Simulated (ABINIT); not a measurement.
**Converging GW for Ta2O5 (P2/m) in ABINIT**

Aim: raise bands and screening cutoff together for Ta2O5 (P2/m) and follow gap and time.

Program: ABINIT 10.8.3. Level of theory: PBEsol and many-body steps on it, plane waves. Results are calculated unless marked as measured.

Report form: the programs' logs are mostly left out.

## Step 1: The structure

The structure is monoclinic, space group P2/m (No. 10). Conventional cell: a = 3.841 Å, b = 3.863 Å, c = 6.778 Å, α = 90.00°, β = 105.57°, γ = 90.00°. Ta has 6 O at 1.90 to 2.21 Å nearest. O has 2 Ta at 1.93 Å nearest. Nearest to O lie 3 Ta at 1.98 to 2.21 Å. Nearest to O lie 2 Ta at 1.90 Å. Farther neighbours and most contacts between anions are not listed.

Structure file:

```cif
data_structure
_symmetry_space_group_name_H-M 'P2/m'
_symmetry_Int_Tables_number 10
_cell_length_a 3.8414
_cell_length_b 3.8627
_cell_length_c 6.7776
_cell_angle_alpha 90.000
_cell_angle_beta 105.568
_cell_angle_gamma 90.000
_cell_volume 96.88
loop_
_atom_site_label
_atom_site_type_symbol
_atom_site_symmetry_multiplicity
_atom_site_Wyckoff_symbol
_atom_site_fract_x
_atom_site_fract_y
_atom_site_fract_z
_atom_site_occupancy
Ta1 Ta 2 m 0.64953 0.00000 0.79131 1
O1 O 2 n 0.66212 0.50000 0.79833 1
O2 O 2 m 0.18976 0.00000 0.87062 1
O3 O 1 g 0.50000 0.00000 0.50000 1
```

The cell and positions are those that the Materials Project relaxed with its own functionals (PBE, PBE+U or r2SCAN), kept fixed. Spin-orbit coupling is left out unless a step names it.

## Step 2: Empty states on the mesh, 4×4×2 mesh, 347 bands

This step: ABINIT 10.8.3; DFT, PBEsol, plane waves, norm-conserving pseudopotentials.

The sums over transitions need many empty states on a uniform mesh; this step solves for them.

The input, run.abi:

```
acell 3*1.0 Angstrom
rprim 
  3.841408013900 0.000000000000 -0.000000000000
  0.000000000000 3.862715750000 0.000000000000
  -1.818942144500 0.000000000000 6.528959420100
ntypat 2
znucl 73 8
natom 7
typat 1 1 2 2 2 2 2
xred 
  0.649530730000 0.000000000000 0.791314530000
  0.350469270000 0.000000000000 0.208685470000
  0.662124300000 0.500000000000 0.798329290000
  0.337875700000 0.500000000000 0.201670710000
  0.189760570000 0.000000000000 0.870621250000
  0.810239430000 0.000000000000 0.129378750000
  0.500000000000 0.000000000000 0.500000000000
pp_dirpath "pseudos"
pseudos "Ta.upf, O.upf"
ecut 36
ngkpt 4 4 2
nshiftk 1
shiftk 0 0 0
kptopt 1
chksymbreak 0
iscf -2
irdden 1
istwfk *1
nband 347
nbdbuf 30
tolwfr 1e-09
nstep 60
prtvol 0
indata_prefix "in"
outdata_prefix "out"
tmpdata_prefix "tmp"
```

Started as:

```
OMP_NUM_THREADS=1 mpirun -n 4 abinit run.abi > log
```

Run time: 9.9 min. Hardware: 4 MPI ranks of Arm Neoverse V2, shared host; peak memory 1 GiB; 40 min of CPU time.

Numbers from this step:

- gap: 2.192 eV
- k of the valence top: 0.5, 0.5, 0.5
- k of the conduction bottom: 0, 0, 0.5
- least direct gap: 2.859 eV
- k points computed: 18
- lowest point of the top converged band, above the valence top: 111.7270 eV

On this mesh the gap is 2.192 eV.

The density comes from a self-consistent run that is not shown.

## Step 3: Screening, 4×4×2 mesh, 85 bands, screening to 50.9 eV

The RPA dielectric matrix is built and inverted for each q.

This step: RPA screening on PBEsol, plane waves, norm-conserving pseudopotentials.

run.abi, as its differences from that of step 2:

```diff
@@ -25,10 +25,11 @@
 chksymbreak 0
-iscf -2
-irdden 1
 istwfk *1
-nband 347
-nbdbuf 30
-tolwfr 1e-09
-nstep 60
-prtvol 0
+occopt 1
+irdwfk 1
+optdriver 3
+nband 85
+ecuteps 1.87
+inclvkb 2
+awtr 1
+symchi 1
 indata_prefix "in"
```

Run time: 1.8 min. Hardware: 4 MPI ranks; peak memory 2.1 GiB; 7 min of CPU time.

This step gave:

```yaml
eps_infinity_with_local_fields_on_this_mesh_along_the_program_s_q_direction: 5.838
the_same_without_local_fields: 6.068
plasma_frequency: 28.23 eV
plane_waves_in_the_screening_matrix: 73
```

Local fields lower ε∞ by 4 %. On a Γ-centred mesh this coarse the value itself is usually too large, while a short band sum pulls it down.

## Step 4: 85 bands, 50.9 eV

The self-energy is evaluated for the states that the input lists, and the levels follow from it, in one-shot runs by the linearised quasiparticle equation.

This step: G0W0 on PBEsol, plane waves, norm-conserving pseudopotentials.

run.abi, as its differences from that of step 3:

```diff
@@ -28,8 +28,29 @@
 irdwfk 1
-optdriver 3
+optdriver 4
 nband 85
+gwcalctyp 0
+ecutsigx 36
+symsigma 1
+nkptgw 8
+kptgw 
+  0.5000000000 0.5000000000 0.5000000000
+  0.0000000000 0.0000000000 0.5000000000
+  0.0000000000 0.0000000000 0.0000000000
+  0.5000000000 0.0000000000 0.0000000000
+  0.0000000000 0.5000000000 0.0000000000
+  0.5000000000 0.5000000000 0.0000000000
+  0.5000000000 0.0000000000 0.5000000000
+  0.0000000000 0.5000000000 0.5000000000
+bdgw 
+  27 30
+  27 30
+  27 30
+  27 30
+  27 30
+  27 30
+  27 30
+  27 30
 ecuteps 1.87
-inclvkb 2
-awtr 1
-symchi 1
+irdscr 1
+ppmodel 1
 indata_prefix "in"
```

Run time: 14 s. Hardware: 4 MPI ranks; peak memory 1.6 GiB; 55 s of CPU time.

Numbers from this step:

```
G0W0 gap on the mesh                         : 4.012 eV
starting gap on the mesh                     : 2.192 eV
k of the valence top                         : 0.5, 0.5, 0.5
k of the conduction bottom                   : 0, 0, 0.5
Z at the valence top                         : 0.783
Z at the conduction bottom                   : 0.834
least direct G0W0 gap on the computed points : 4.741 eV
```

The gap on the mesh goes from 2.19 eV to 4.01 eV, a correction of +1.82 eV.

## Step 5: Screening, 4×4×2 mesh, 115 bands, screening to 67.5 eV

This step: RPA screening on PBEsol, plane waves, norm-conserving pseudopotentials.

run.abi, as its differences from that of step 4:

```diff
@@ -28,29 +28,8 @@
 irdwfk 1
-optdriver 4
-nband 85
-gwcalctyp 0
-ecutsigx 36
-symsigma 1
-nkptgw 8
-kptgw 
-  0.5000000000 0.5000000000 0.5000000000
-  0.0000000000 0.0000000000 0.5000000000
-  0.0000000000 0.0000000000 0.0000000000
-  0.5000000000 0.0000000000 0.0000000000
-  0.0000000000 0.5000000000 0.0000000000
-  0.5000000000 0.5000000000 0.0000000000
-  0.5000000000 0.0000000000 0.5000000000
-  0.0000000000 0.5000000000 0.5000000000
-bdgw 
-  27 30
-  27 30
-  27 30
-  27 30
-  27 30
-  27 30
-  27 30
-  27 30
-ecuteps 1.87
-irdscr 1
-ppmodel 1
+optdriver 3
+nband 115
+ecuteps 2.48
+inclvkb 2
+awtr 1
+symchi 1
 indata_prefix "in"
```

The job ended after 2.6 min (4 MPI ranks; peak memory 2.4 GiB).

Numbers from this step:

| Property | Result |
| --- | --- |
| ε∞ with local fields, on this mesh, along the program's q direction | 5.809 |
| the same without local fields | 6.093 |
| plasma frequency | 28.23 eV |
| plane waves in the screening matrix | 131 |

## Step 6: 115 bands, 67.5 eV

This step: G0W0 on PBEsol, plane waves, norm-conserving pseudopotentials.

run.abi, as its differences from that of step 5:

```diff
@@ -28,8 +28,29 @@
 irdwfk 1
-optdriver 3
+optdriver 4
 nband 115
+gwcalctyp 0
+ecutsigx 36
+symsigma 1
+nkptgw 8
+kptgw 
+  0.5000000000 0.5000000000 0.5000000000
+  0.0000000000 0.0000000000 0.5000000000
+  0.0000000000 0.0000000000 0.0000000000
+  0.5000000000 0.0000000000 0.0000000000
+  0.0000000000 0.5000000000 0.0000000000
+  0.5000000000 0.5000000000 0.0000000000
+  0.5000000000 0.0000000000 0.5000000000
+  0.0000000000 0.5000000000 0.5000000000
+bdgw 
+  27 30
+  27 30
+  27 30
+  27 30
+  27 30
+  27 30
+  27 30
+  27 30
 ecuteps 2.48
-inclvkb 2
-awtr 1
-symchi 1
+irdscr 1
+ppmodel 1
 indata_prefix "in"
```

Wall time 23 s (4 MPI ranks); peak memory 1.7 GiB.

Numbers from this step:

```yaml
g0w0_gap_on_the_mesh: 3.791 eV
starting_gap_on_the_mesh: 2.192 eV
k_of_the_valence_top: 0.5, 0.5, 0.5
k_of_the_conduction_bottom: 0, 0, 0.5
z_at_the_valence_top: 0.777
z_at_the_conduction_bottom: 0.831
least_direct_g0w0_gap_on_the_computed_points: 4.530 eV
```

Against G0W0 in ABINIT (4×4×2 mesh, 85 bands, screening to 50.9 eV, Godby-Needs plasmon pole), the gap moves by −0.221 eV.

## Step 7: Screening, 4×4×2 mesh, 162 bands, screening to 89.8 eV

This step: RPA screening on PBEsol, plane waves, norm-conserving pseudopotentials.

run.abi, as its differences from that of step 6:

```diff
@@ -28,29 +28,8 @@
 irdwfk 1
-optdriver 4
-nband 115
-gwcalctyp 0
-ecutsigx 36
-symsigma 1
-nkptgw 8
-kptgw 
-  0.5000000000 0.5000000000 0.5000000000
-  0.0000000000 0.0000000000 0.5000000000
-  0.0000000000 0.0000000000 0.0000000000
-  0.5000000000 0.0000000000 0.0000000000
-  0.0000000000 0.5000000000 0.0000000000
-  0.5000000000 0.5000000000 0.0000000000
-  0.5000000000 0.0000000000 0.5000000000
-  0.0000000000 0.5000000000 0.5000000000
-bdgw 
-  27 30
-  27 30
-  27 30
-  27 30
-  27 30
-  27 30
-  27 30
-  27 30
-ecuteps 2.48
-irdscr 1
-ppmodel 1
+optdriver 3
+nband 162
+ecuteps 3.3
+inclvkb 2
+awtr 1
+symchi 1
 indata_prefix "in"
```

Elapsed: 4.1 min, on 4 MPI ranks; peak memory 2.9 GiB.

Numbers from this step:

```yaml
eps_infinity_with_local_fields_on_this_mesh_along_the_program_s_q_direction: 5.805
the_same_without_local_fields: 6.105
plasma_frequency: 28.23 eV
plane_waves_in_the_screening_matrix: 173
```

## Step 8: 162 bands, 89.8 eV

This step: G0W0 on PBEsol, plane waves, norm-conserving pseudopotentials.

run.abi, as its differences from that of step 7:

```diff
@@ -28,8 +28,29 @@
 irdwfk 1
-optdriver 3
+optdriver 4
 nband 162
+gwcalctyp 0
+ecutsigx 36
+symsigma 1
+nkptgw 8
+kptgw 
+  0.5000000000 0.5000000000 0.5000000000
+  0.0000000000 0.0000000000 0.5000000000
+  0.0000000000 0.0000000000 0.0000000000
+  0.5000000000 0.0000000000 0.0000000000
+  0.0000000000 0.5000000000 0.0000000000
+  0.5000000000 0.5000000000 0.0000000000
+  0.5000000000 0.0000000000 0.5000000000
+  0.0000000000 0.5000000000 0.5000000000
+bdgw 
+  27 30
+  27 30
+  27 30
+  27 30
+  27 30
+  27 30
+  27 30
+  27 30
 ecuteps 3.3
-inclvkb 2
-awtr 1
-symchi 1
+irdscr 1
+ppmodel 1
 indata_prefix "in"
```

Elapsed: 40 s, on 4 MPI ranks; peak memory 2 GiB.

This step gave:

```yaml
g0w0_gap_on_the_mesh: 3.665 eV
starting_gap_on_the_mesh: 2.192 eV
k_of_the_valence_top: 0.5, 0.5, 0.5
k_of_the_conduction_bottom: 0, 0, 0.5
least_direct_g0w0_gap_on_the_computed_points: 4.402 eV
```

Against G0W0 in ABINIT (4×4×2 mesh, 115 bands, screening to 67.5 eV, Godby-Needs plasmon pole), the gap moves by −0.126 eV.

## Step 9: Screening, 4×4×2 mesh, 227 bands, screening to 116.7 eV

This step: RPA screening on PBEsol, plane waves, norm-conserving pseudopotentials.

run.abi, as its differences from that of step 8:

```diff
@@ -28,29 +28,8 @@
 irdwfk 1
-optdriver 4
-nband 162
-gwcalctyp 0
-ecutsigx 36
-symsigma 1
-nkptgw 8
-kptgw 
-  0.5000000000 0.5000000000 0.5000000000
-  0.0000000000 0.0000000000 0.5000000000
-  0.0000000000 0.0000000000 0.0000000000
-  0.5000000000 0.0000000000 0.0000000000
-  0.0000000000 0.5000000000 0.0000000000
-  0.5000000000 0.5000000000 0.0000000000
-  0.5000000000 0.0000000000 0.5000000000
-  0.0000000000 0.5000000000 0.5000000000
-bdgw 
-  27 30
-  27 30
-  27 30
-  27 30
-  27 30
-  27 30
-  27 30
-  27 30
-ecuteps 3.3
-irdscr 1
-ppmodel 1
+optdriver 3
+nband 227
+ecuteps 4.29
+inclvkb 2
+awtr 1
+symchi 1
 indata_prefix "in"
```

Elapsed: 7.5 min, on 4 MPI ranks; peak memory 3.7 GiB; 30 min of CPU time.

This step gave:

```
ε∞ with local fields, on this mesh, along the program's q direction : 5.755
the same without local fields                                       : 6.111
plasma frequency                                                    : 28.23 eV
plane waves in the screening matrix                                 : 281
```

## Step 10: 227 bands, 116.7 eV

This step: G0W0 on PBEsol, plane waves, norm-conserving pseudopotentials.

run.abi, as its differences from that of step 9:

```diff
@@ -28,8 +28,29 @@
 irdwfk 1
-optdriver 3
+optdriver 4
 nband 227
+gwcalctyp 0
+ecutsigx 36
+symsigma 1
+nkptgw 8
+kptgw 
+  0.5000000000 0.5000000000 0.5000000000
+  0.0000000000 0.0000000000 0.5000000000
+  0.0000000000 0.0000000000 0.0000000000
+  0.5000000000 0.0000000000 0.0000000000
+  0.0000000000 0.5000000000 0.0000000000
+  0.5000000000 0.5000000000 0.0000000000
+  0.5000000000 0.0000000000 0.5000000000
+  0.0000000000 0.5000000000 0.5000000000
+bdgw 
+  27 30
+  27 30
+  27 30
+  27 30
+  27 30
+  27 30
+  27 30
+  27 30
 ecuteps 4.29
-inclvkb 2
-awtr 1
-symchi 1
+irdscr 1
+ppmodel 1
 indata_prefix "in"
```

Wall time 1.9 min (4 MPI ranks); peak memory 3 GiB; 7.5 min of CPU time.

Numbers from this step:

| Item | Value |
| --- | --- |
| G0W0 gap on the mesh | 3.626 eV |
| starting gap on the mesh | 2.192 eV |
| k of the valence top | 0.5, 0.5, 0.5 |
| k of the conduction bottom | 0, 0, 0.5 |
| least direct G0W0 gap on the computed points | 4.356 eV |

Against G0W0 in ABINIT (4×4×2 mesh, 162 bands, screening to 89.8 eV, Godby-Needs plasmon pole), the gap moves by −0.039 eV.

## Step 11: Screening, 4×4×2 mesh, 317 bands, screening to 149.7 eV

This step: RPA screening on PBEsol, plane waves, norm-conserving pseudopotentials.

run.abi, as its differences from that of step 10:

```diff
@@ -28,29 +28,8 @@
 irdwfk 1
-optdriver 4
-nband 227
-gwcalctyp 0
-ecutsigx 36
-symsigma 1
-nkptgw 8
-kptgw 
-  0.5000000000 0.5000000000 0.5000000000
-  0.0000000000 0.0000000000 0.5000000000
-  0.0000000000 0.0000000000 0.0000000000
-  0.5000000000 0.0000000000 0.0000000000
-  0.0000000000 0.5000000000 0.0000000000
-  0.5000000000 0.5000000000 0.0000000000
-  0.5000000000 0.0000000000 0.5000000000
-  0.0000000000 0.5000000000 0.5000000000
-bdgw 
-  27 30
-  27 30
-  27 30
-  27 30
-  27 30
-  27 30
-  27 30
-  27 30
-ecuteps 4.29
-irdscr 1
-ppmodel 1
+optdriver 3
+nband 317
+ecuteps 5.5
+inclvkb 2
+awtr 1
+symchi 1
 indata_prefix "in"
```

It took 13 min on 4 MPI ranks; peak memory 5.2 GiB; 51 min of CPU time.

Numbers from this step:

| Quantity | Value |
| --- | --- |
| ε∞ with local fields, on this mesh, along the program's q direction | 5.747 |
| the same without local fields | 6.113 |
| plasma frequency | 28.23 eV |
| plane waves in the screening matrix | 409 |

## Step 12: 317 bands, 149.7 eV

This step: G0W0 on PBEsol, plane waves, norm-conserving pseudopotentials.

run.abi, as its differences from that of step 11:

```diff
@@ -28,8 +28,29 @@
 irdwfk 1
-optdriver 3
+optdriver 4
 nband 317
+gwcalctyp 0
+ecutsigx 36
+symsigma 1
+nkptgw 8
+kptgw 
+  0.5000000000 0.5000000000 0.5000000000
+  0.0000000000 0.0000000000 0.5000000000
+  0.0000000000 0.0000000000 0.0000000000
+  0.5000000000 0.0000000000 0.0000000000
+  0.0000000000 0.5000000000 0.0000000000
+  0.5000000000 0.5000000000 0.0000000000
+  0.5000000000 0.0000000000 0.5000000000
+  0.0000000000 0.5000000000 0.5000000000
+bdgw 
+  27 30
+  27 30
+  27 30
+  27 30
+  27 30
+  27 30
+  27 30
+  27 30
 ecuteps 5.5
-inclvkb 2
-awtr 1
-symchi 1
+irdscr 1
+ppmodel 1
 indata_prefix "in"
```

The job ended after 5 min (4 MPI ranks; peak memory 4.7 GiB; 20 min of CPU time).

This step gave:

* G0W0 gap on the mesh: 3.596 eV
* starting gap on the mesh: 2.192 eV
* k of the valence top: 0.5, 0.5, 0.5
* k of the conduction bottom: 0, 0, 0.5
* least direct G0W0 gap on the computed points: 4.323 eV

Against G0W0 in ABINIT (4×4×2 mesh, 227 bands, screening to 116.7 eV, Godby-Needs plasmon pole), the gap moves by −0.030 eV.

## Step 13: The runs together

Times are wall times on 4 MPI ranks of Arm Neoverse V2, shared host, good to a factor of about two. A run's time includes the screening step that it read.

```csv
run,mesh,bands,screening cutoff (eV),DFT gap (eV),gap on the mesh (eV),direct (eV),ε∞ used,time
"85 bands, 50.9 eV",4×4×2,85,50.9,2.192,4.012,4.741,5.84,2 min
"115 bands, 67.5 eV",4×4×2,115,67.5,2.192,3.791,4.530,5.81,3 min
"162 bands, 89.8 eV",4×4×2,162,89.8,2.192,3.665,4.402,5.81,4.8 min
"227 bands, 116.7 eV",4×4×2,227,116.7,2.192,3.626,4.356,5.76,9.4 min
"317 bands, 149.7 eV",4×4×2,317,149.7,2.192,3.596,4.323,5.75,18 min
```

## Step 14: Results

* 85 bands, 50.9 eV: 4.012 eV
* 115 bands, 67.5 eV: 3.791 eV
* 162 bands, 89.8 eV: 3.665 eV
* 227 bands, 116.7 eV: 3.626 eV
* 317 bands, 149.7 eV: 3.596 eV
* known limits: not at the basis limit; no spin-orbit coupling; coarse k mesh

**Reading.** From the first rung to the last the gap moves by −0.42 eV for 9.0 times the time. The 4×4×2 mesh is coarse for this cell, which bears on the long-range parts of exchange and screening. The many-body steps are scalar-relativistic: spin-orbit coupling is not in them.

[Paths, hosts, dates, memory and timing lines, banners, echoed tables and standing remarks are left out of the program output.]

[Logs are printed without paths, hosts, clocks, repeated set-up lines and the standing remarks that a program may print on its own settings, such as how far it seeks lower states.]

[Runs of the session that timed out or met a known fault of the program may be left out.]

[Hosts, paths, dates, database ids (printed as entryN), source tags and the programs' standing remarks are cut or masked in the printed files.]

[G0W0 gaps are taken among the corrected bands and points alone; a level outside them can change the order at an edge.]

[Where Ansatz stands beside ABINIT at settings called matched, ABINIT's density can come from a denser mesh and the files from another edition; pairs whose starting gaps differed by over 0.03 eV were left out, so agreement reads better than it is.]
